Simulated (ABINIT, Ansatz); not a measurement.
**SrIBr (Pnma): one start, several treatments of the self-energy**

How much does the gap of SrIBr (Pnma) depend on the approximation to the self-energy?

Calculated with ABINIT 10.8.3; LDA and many-body steps on it, plane waves.

### Step 1. Set-up

It takes space group Pnma (No. 62, orthorhombic). Conventional cell: a = 8.169 Å, b = 5.132 Å, c = 11.031 Å, α = 90.00°, β = 90.00°, γ = 90.00°. Sr has 3 Br at 3.07 to 3.12 Å and 4 I at 3.39 to 3.51 Å nearest. Nearest to I lie 4 Sr at 3.39 to 3.51 Å. Nearest to Br lie 3 Sr at 3.07 to 3.12 Å. Farther neighbours and most contacts between anions are not listed.

The cell and positions are those that the Materials Project relaxed with its own functionals (PBE, PBE+U or r2SCAN), kept fixed. Spin-orbit coupling is left out unless a step names it.

### Step 2. Empty states on the mesh, 2×2×1 mesh, 370 bands

This step: ABINIT 10.8.3; DFT, LDA, plane waves, norm-conserving pseudopotentials.

The sums over transitions need many empty states on a uniform mesh; this step solves for them.

Input file run.abi:

```
acell 3*1.0 Angstrom
rprim 
  8.169106000000 0.000000000000 0.000000000000
  0.000000000000 5.131914000000 0.000000000000
  0.000000000000 0.000000000000 11.030852000000
ntypat 3
znucl 38 53 35
natom 12
typat 1 1 1 1 2 2 2 2 3 3 3 3
xred 
  0.280131000000 0.750000000000 0.421100000000
  0.780131000000 0.750000000000 0.078900000000
  0.719869000000 0.250000000000 0.578900000000
  0.219869000000 0.250000000000 0.921100000000
  0.367160000000 0.750000000000 0.109521000000
  0.867160000000 0.750000000000 0.390479000000
  0.632840000000 0.250000000000 0.890479000000
  0.132840000000 0.250000000000 0.609521000000
  0.517796000000 0.750000000000 0.637160000000
  0.017796000000 0.750000000000 0.862840000000
  0.482204000000 0.250000000000 0.362840000000
  0.982204000000 0.250000000000 0.137160000000
pp_dirpath "pseudos"
pseudos "Sr.upf, I.upf, Br.upf"
ecut 31
ngkpt 2 2 1
nshiftk 1
shiftk 0 0 0
kptopt 1
chksymbreak 0
iscf -2
irdden 1
istwfk *1
nband 370
nbdbuf 32
tolwfr 1e-09
nstep 60
prtvol 0
indata_prefix "in"
outdata_prefix "out"
tmpdata_prefix "tmp"
```

The run is started by

```sh
$ OMP_NUM_THREADS=1 mpirun -n 4 abinit run.abi > log
```

Numbers of over 12 decimals in the logs are rounded to 6 here.

Log:

```text
.Version 10.8.3 of ABINIT. v10.8.2 released Aug 2026.

 Symmetries : space group Pn m a (# 62); Bravais oP (primitive ortho.)
[... echo of the input left out ...]
== DATASET  1 ==================================================================
-   mpi_nproc: 4, omp_nthreads: 1 (-1 if OMP is not activated)

--- !DatasetInfo
iteration_state: {dtset: 1, }
dimensions: {natom: 12, nkpt: 4, mband: 370, nsppol: 1, nspinor: 1, nspden: 1, mpw: 25776, }
cutoff_energies: {ecut:  31.0, pawecutdg:  -1.0, }
[...]
1.53483    1.53757    1.53802    1.54057    1.54142    1.54575    1.54890    1.55177
   1.55847    1.56063    1.56449    1.56543    1.56625    1.56853    1.57046    1.57408
   1.57656    1.58049
 prteigrs : prtvol=0 or 1, do not print more k-points.

== END DATASET(S) ==============================================================
================================================================================

 -outvars: echo values of variables after computation  --------
            nband         370
             nkpt           4
          spgroup          62
 [... the other variables as echoed above ...]

 Calculation completed.
```

It took 12 min on 4 MPI ranks of Arm Neoverse V2, shared host; peak memory 1.3 GiB.

This step gave:

* gap: 3.576 eV
* k of the valence top: 0, 0, 0
* k of the conduction bottom: 0, 0, 0
* least direct gap: 3.576 eV
* k points computed: 4
* lowest point of the top converged band, above the valence top: 38.60 eV

On this mesh the gap is 3.576 eV.

The density comes from a self-consistent run that is not shown.

### Step 3. Screening, 2×2×1 mesh, 166 bands, screening to 98 eV

The RPA dielectric matrix is built and inverted for each q.

This step: RPA screening on LDA, plane waves, norm-conserving pseudopotentials.

Edit run.abi of step 2 so:

```diff
@@ -30,10 +30,11 @@
 chksymbreak 0
-iscf -2
-irdden 1
 istwfk *1
-nband 370
-nbdbuf 32
-tolwfr 1e-09
-nstep 60
-prtvol 0
+occopt 1
+irdwfk 1
+optdriver 3
+nband 166
+ecuteps 3.6
+inclvkb 2
+awtr 1
+symchi 1
 indata_prefix "in"
```

Log:

```text
.Version 10.8.3 of ABINIT. v10.8.2 released Aug 2026.

 Symmetries : space group Pn m a (# 62); Bravais oP (primitive ortho.)
[... echo of the input left out ...]
== DATASET  1 ==================================================================
-   mpi_nproc: 4, omp_nthreads: 1 (-1 if OMP is not activated)

--- !DatasetInfo
iteration_state: {dtset: 1, }
dimensions: {natom: 12, nkpt: 4, mband: 166, nsppol: 1, nspinor: 1, nspden: 1, mpw: 25776, }
cutoff_energies: {ecut:  31.0, pawecutdg:  -1.0, }
electrons: {nelect:   9.60000000E+01, charge:   0.00000000E+00, occopt:   1.00000000E+00, tsmear:   1.00000000E-02, }

 SCREENING: Calculation of the susceptibility and dielectric matrices

 Based on a program developped by R.W. Godby, V. Olevano, G. Onida, and L. Reining.
 Incorporated in ABINIT by V. Olevano, G.-M. Rignanese, and M. Torrent.
.Using double precision arithmetic ; gwpc =  8

[... cell and pseudopotentials left out ...]
--------------------------------------------------------------------------------

 ==== K-mesh for the wavefunctions ====
 Number of points in the irreducible wedge :     4
[... list of points left out ...]
 Together with  8 symmetry operations and time-reversal symmetry
 yields     4 points in the full Brillouin Zone.

 ==== Q-mesh for the screening function ====
 Number of points in the irreducible wedge :     4
[... list of points left out ...]
 Together with  8 symmetry operations and time-reversal symmetry
 yields     4 points in the full Brillouin Zone.

 setmesh: FFT mesh size selected  =    54x   36x   72
          total number of points  =       139968

 vcoul_init : cutoff-mode = AUXILIARY_FUNCTION
 q-points for optical limit:   1
     1)      0.000010    0.000020    0.000030

- screening: taking advantage of time-reversal symmetry
- Maximum band index for partially occupied states nbvw = 48
- Remaining bands to be divided among processors   nbcw = 118
- Number of bands treated by each node ~29

 Number of electrons calculated from density =   96.0000; Expected =   96.0000
 average of density, n =  0.030762
 r_s =    1.9799
 omega_plasma =   16.9185 [eV]

 calculating chi0 at frequencies [eV] :
  1    0.000000E+00    0.000000E+00
  2    0.000000E+00    1.691848E+01

--------------------------------------------------------------------------------
  q-point number  1        q = ( 0.000000, 0.000000, 0.000000) [r.l.u.]
--------------------------------------------------------------------------------
[... chi0 elements left out ...]
 For q-point:  0.000010 0.000020 0.000030
  dielectric constant =   3.7143
  dielectric constant without local fields =   4.4312

  Average fulfillment of the sum rule on Im[epsilon] for q-point    1 :     63.07  [%]
[... wings left out ...]
  q-point number  2        q = ( 0.500000, 0.000000, 0.000000) [r.l.u.]
--------------------------------------------------------------------------------
[... chi0 elements left out ...]
  Average fulfillment of the sum rule on Im[epsilon] for q-point    2 :     70.65  [%]

 [... 2 further q-points ...]
```

It took 5.3 min on 4 MPI ranks; peak memory 4.9 GiB; 21 min of CPU time.

Numbers from this step:

```
ε∞ with local fields, on this mesh, along the program's q direction : 3.714
the same without local fields                                       : 4.431
plasma frequency                                                    : 16.92 eV
plane waves in the screening matrix                                 : 993
```

Local fields lower ε∞ by 16 %. On a Γ-centred mesh this coarse the value itself is usually too large, while a short band sum pulls it down.

### Step 4. G0W0, Godby-Needs plasmon pole

The self-energy is evaluated for the states that the input lists, and the levels follow from it, in one-shot runs by the linearised quasiparticle equation.

This step: G0W0 on LDA, plane waves, norm-conserving pseudopotentials.

Edit run.abi of step 3 so:

```diff
@@ -33,8 +33,15 @@
 irdwfk 1
-optdriver 3
+optdriver 4
 nband 166
+gwcalctyp 0
+ecutsigx 31
+symsigma 1
+nkptgw 1
+kptgw 
+  0.0000000000 0.0000000000 0.0000000000
+bdgw 
+  47 50
 ecuteps 3.6
-inclvkb 2
-awtr 1
-symchi 1
+irdscr 1
+ppmodel 1
 indata_prefix "in"
```

Log:

```text
.Version 10.8.3 of ABINIT. v10.8.2 released Aug 2026.

 Symmetries : space group Pn m a (# 62); Bravais oP (primitive ortho.)
[... echo of the input left out ...]
== DATASET  1 ==================================================================
-   mpi_nproc: 4, omp_nthreads: 1 (-1 if OMP is not activated)

--- !DatasetInfo
iteration_state: {dtset: 1, }
dimensions: {natom: 12, nkpt: 4, mband: 166, nsppol: 1, nspinor: 1, nspden: 1, mpw: 25776, }
cutoff_energies: {ecut:  31.0, pawecutdg:  -1.0, }
electrons: {nelect:   9.60000000E+01, charge:   0.00000000E+00, occopt:   1.00000000E+00, tsmear:   1.00000000E-02, }

 SIGMA: Calculation of the GW corrections

 Based on a program developped by R.W. Godby, V. Olevano, G. Onida, and L. Reining.
 Incorporated in ABINIT by V. Olevano, G.-M. Rignanese, and M. Torrent.
.Using double precision arithmetic ; gwpc =  8

[... cell and pseudopotentials left out ...]
--------------------------------------------------------------------------------

 ==== K-mesh for the wavefunctions ====
 Number of points in the irreducible wedge :     4
[... list of points left out ...]
 Together with  8 symmetry operations and time-reversal symmetry
 yields     4 points in the full Brillouin Zone.

 ==== Q-mesh for screening function ====
 Number of points in the irreducible wedge :     4
[... list of points left out ...]
 Together with  8 symmetry operations and time-reversal symmetry
 yields     4 points in the full Brillouin Zone.

 vcoul_init : cutoff-mode = AUXILIARY_FUNCTION
 q-points for optical limit:   1
     1)      0.000010    0.000020    0.000030
 setmesh: FFT mesh size selected  =    80x   50x  108
          total number of points  =       432000

 Number of electrons calculated from density =   96.0000; Expected =   96.0000
 average of density, n =  0.030762
 r_s =    1.9799
 omega_plasma =   16.9185 [eV]

 === KS Band Gaps ===
  >>>> For spin  1
   Minimum direct gap =   3.5759 [eV], located at k-point      :   0.0000  0.0000  0.0000
   Fundamental gap    =   3.5759 [eV], Top of valence bands at :   0.0000  0.0000  0.0000
                                       Bottom of conduction at :   0.0000  0.0000  0.0000
 SIGMA fundamental parameters:
 PLASMON POLE MODEL  1
 number of plane-waves for SigmaX                25715
 number of plane-waves for SigmaC and W            993
 number of plane-waves for wavefunctions         25715
 number of bands                                   166
 number of independent spin polarizations            1
 number of spinorial components                      1
 number of k-points in IBZ                           4
 number of q-points in IBZ                           4
 number of symmetry operations                       8
 number of k-points in BZ                            4
 number of q-points in BZ                            4
 number of frequencies for dSigma/dE                 9
 frequency step for dSigma/dE [eV]                0.25
 number of omega for Sigma on real axis              0
 max omega for Sigma on real axis  [eV]           0.00
 zcut for avoiding poles [eV]                     0.10

 EPSILON^-1 parameters (SCR file):
 dimension of the eps^-1 matrix on file            993
 dimension of the eps^-1 matrix used               993
 number of plane-waves for wavefunctions         25715
 number of bands                                   166
 number of q-points in IBZ                           4
 number of frequencies                               2
 number of real frequencies                          1
 number of imag frequencies                          1

 matrix elements of self-energy operator (all in [eV])

 Perturbative Calculation

--- !SelfEnergy_ee
iteration_state: {dtset: 1, }
kpoint     : [   0.000,    0.000,    0.000, ]
spin       : 1
KS_gap     :    3.576
QP_gap     :    5.331
Delta_QP_KS:    1.755
data: !SigmaeeData |
     Band     E0 <VxcDFT>   SigX SigC(E0)      Z dSigC/dE  Sig(E)    E-E0       E
       47   1.380 -12.099 -15.227   2.584   0.808  -0.238 -12.539  -0.440   0.940
       48   1.471 -11.638 -14.603   2.441   0.811  -0.234 -12.063  -0.425   1.046
       49   5.047  -7.825  -3.556  -2.692   0.844  -0.185  -6.495   1.330   6.377
       50   5.551  -8.286  -3.771  -2.684   0.840  -0.191  -6.749   1.537   7.088

== END DATASET(S) ==============================================================
================================================================================

 -outvars: echo values of variables after computation  --------
           etotal      0.0000000000E+00
            nband         166
             nkpt           4
          spgroup          62
 [... the other variables as echoed above ...]

 Calculation completed.
```

It took 32 s on 4 MPI ranks; peak memory 3.2 GiB.

Numbers from this step:

* G0W0 gap on the points computed: 5.331 eV
* starting gap on the mesh: 3.576 eV
* k of the valence top: 0, 0, 0
* k of the conduction bottom: 0, 0, 0
* Z at the valence top: 0.811
* Z at the conduction bottom: 0.844
* least direct G0W0 gap on the computed points: 5.331 eV

The gap on the mesh goes from 3.58 eV to 5.33 eV, a correction of +1.75 eV.

### Step 5. G0W0, von der Linden-Horsch plasmon pole

Edit run.abi of step 4 so:

```diff
@@ -45,3 +45,3 @@
 irdscr 1
-ppmodel 1
+ppmodel 3
 indata_prefix "in"
```

Log:

```text
.Version 10.8.3 of ABINIT. v10.8.2 released Aug 2026.

 Symmetries : space group Pn m a (# 62); Bravais oP (primitive ortho.)
[... echo of the input left out ...]
== DATASET  1 ==================================================================
-   mpi_nproc: 4, omp_nthreads: 1 (-1 if OMP is not activated)

--- !DatasetInfo
iteration_state: {dtset: 1, }
dimensions: {natom: 12, nkpt: 4, mband: 166, nsppol: 1, nspinor: 1, nspden: 1, mpw: 25776, }
cutoff_energies: {ecut:  31.0, pawecutdg:  -1.0, }
electrons: {nelect:   9.60000000E+01, charge:   0.00000000E+00, occopt:   1.00000000E+00, tsmear:   1.00000000E-02, }

 SIGMA: Calculation of the GW corrections

 Based on a program developped by R.W. Godby, V. Olevano, G. Onida, and L. Reining.
 Incorporated in ABINIT by V. Olevano, G.-M. Rignanese, and M. Torrent.
.Using double precision arithmetic ; gwpc =  8

[... cell and pseudopotentials left out ...]
--------------------------------------------------------------------------------

 ==== K-mesh for the wavefunctions ====
 Number of points in the irreducible wedge :     4
[... list of points left out ...]
 Together with  8 symmetry operations and time-reversal symmetry
 yields     4 points in the full Brillouin Zone.

 ==== Q-mesh for screening function ====
 Number of points in the irreducible wedge :     4
[... list of points left out ...]
 Together with  8 symmetry operations and time-reversal symmetry
 yields     4 points in the full Brillouin Zone.

 vcoul_init : cutoff-mode = AUXILIARY_FUNCTION
 q-points for optical limit:   1
     1)      0.000010    0.000020    0.000030
 setmesh: FFT mesh size selected  =    80x   50x  108
          total number of points  =       432000

 Number of electrons calculated from density =   96.0000; Expected =   96.0000
[...]
number of k-points in IBZ                           4
 number of q-points in IBZ                           4
 number of symmetry operations                       8
 number of k-points in BZ                            4
 number of q-points in BZ                            4
 number of frequencies for dSigma/dE                 9
 frequency step for dSigma/dE [eV]                0.25
 number of omega for Sigma on real axis              0
 max omega for Sigma on real axis  [eV]           0.00
 zcut for avoiding poles [eV]                     0.10

 EPSILON^-1 parameters (SCR file):
 dimension of the eps^-1 matrix on file            993
 dimension of the eps^-1 matrix used               993
 number of plane-waves for wavefunctions         25715
 number of bands                                   166
 number of q-points in IBZ                           4
 number of frequencies                               2
 number of real frequencies                          1
 number of imag frequencies                          1

 matrix elements of self-energy operator (all in [eV])

 Perturbative Calculation

--- !SelfEnergy_ee
iteration_state: {dtset: 1, }
kpoint     : [   0.000,    0.000,    0.000, ]
spin       : 1
KS_gap     :    3.576
QP_gap     :    5.370
Delta_QP_KS:    1.794
data: !SigmaeeData |
     Band     E0 <VxcDFT>   SigX SigC(E0)      Z dSigC/dE  Sig(E)    E-E0       E
       47   1.380 -12.099 -15.227   2.505   0.856  -0.168 -12.632  -0.533   0.847
       48   1.471 -11.638 -14.603   2.352   0.858  -0.166 -12.164  -0.526   0.945
       49   5.047  -7.825  -3.556  -2.827   0.880  -0.137  -6.557   1.268   6.315
       50   5.551  -8.286  -3.771  -2.801   0.877  -0.140  -6.782   1.504   7.055

== END DATASET(S) ==============================================================
================================================================================

 -outvars: echo values of variables after computation  --------
           etotal      0.0000000000E+00
            nband         166
             nkpt           4
          spgroup          62
 [... the other variables as echoed above ...]

 Calculation completed.
```

Run time: 43 s. Hardware: 4 MPI ranks; peak memory 2.8 GiB; 2.9 min of CPU time.

This step gave:

* G0W0 gap on the points computed: 5.37 eV
* starting gap on the mesh: 3.576 eV
* k of the valence top: 0, 0, 0
* k of the conduction bottom: 0, 0, 0
* Z at the valence top: 0.858
* Z at the conduction bottom: 0.88
* least direct G0W0 gap on the computed points: 5.37 eV

Against G0W0 in ABINIT (2×2×1 mesh, 166 bands, screening to 98 eV, Godby-Needs plasmon pole), the gap moves by +0.039 eV.

### Step 6. G0W0, Engel-Farid plasmon pole

Edit run.abi of step 5 so:

```diff
@@ -45,3 +45,3 @@
 irdscr 1
-ppmodel 3
+ppmodel 4
 indata_prefix "in"
```

Log:

```text
.Version 10.8.3 of ABINIT. v10.8.2 released Aug 2026.

 Symmetries : space group Pn m a (# 62); Bravais oP (primitive ortho.)
[... echo of the input left out ...]
== DATASET  1 ==================================================================
-   mpi_nproc: 4, omp_nthreads: 1 (-1 if OMP is not activated)

--- !DatasetInfo
iteration_state: {dtset: 1, }
dimensions: {natom: 12, nkpt: 4, mband: 166, nsppol: 1, nspinor: 1, nspden: 1, mpw: 25776, }
cutoff_energies: {ecut:  31.0, pawecutdg:  -1.0, }
[...]
48   1.471 -11.638 -14.603   2.404   0.820  -0.219 -12.098  -0.461   1.010
       49   5.047  -7.825  -3.556  -2.749   0.853  -0.173  -6.529   1.296   6.343
       50   5.551  -8.286  -3.771  -2.703   0.848  -0.180  -6.751   1.536   7.087

== END DATASET(S) ==============================================================
================================================================================

 -outvars: echo values of variables after computation  --------
           etotal      0.0000000000E+00
            nband         166
             nkpt           4
          spgroup          62
 [... the other variables as echoed above ...]

 Calculation completed.
```

Wall time 48 s (4 MPI ranks); peak memory 2.8 GiB.

Numbers from this step:

| Item | Value |
| --- | --- |
| G0W0 gap on the points computed | 5.333 eV |
| starting gap on the mesh | 3.576 eV |
| k of the valence top | 0, 0, 0 |
| k of the conduction bottom | 0, 0, 0 |
| least direct G0W0 gap on the computed points | 5.333 eV |

Against G0W0 in ABINIT (2×2×1 mesh, 166 bands, screening to 98 eV, Godby-Needs plasmon pole), the gap moves by +0.002 eV.

[end of part 1 of 2]

[Paths, hosts, dates, memory and timing lines, banners, echoed tables and standing remarks are left out of the program output.]

[Logs are printed without paths, hosts, clocks, repeated set-up lines and the standing remarks that a program may print on its own settings, such as how far it seeks lower states.]

[Runs of the session that timed out or met a known fault of the program may be left out.]

[Hosts, paths, dates, database ids (printed as entryN), source tags and the programs' standing remarks are cut or masked in the printed files.]

[G0W0 gaps are taken among the corrected bands and points alone; a level outside them can change the order at an edge.]

[Where Ansatz stands beside ABINIT at settings called matched, ABINIT's density can come from a denser mesh and the files from another edition; pairs whose starting gaps differed by over 0.03 eV were left out, so agreement reads better than it is.]
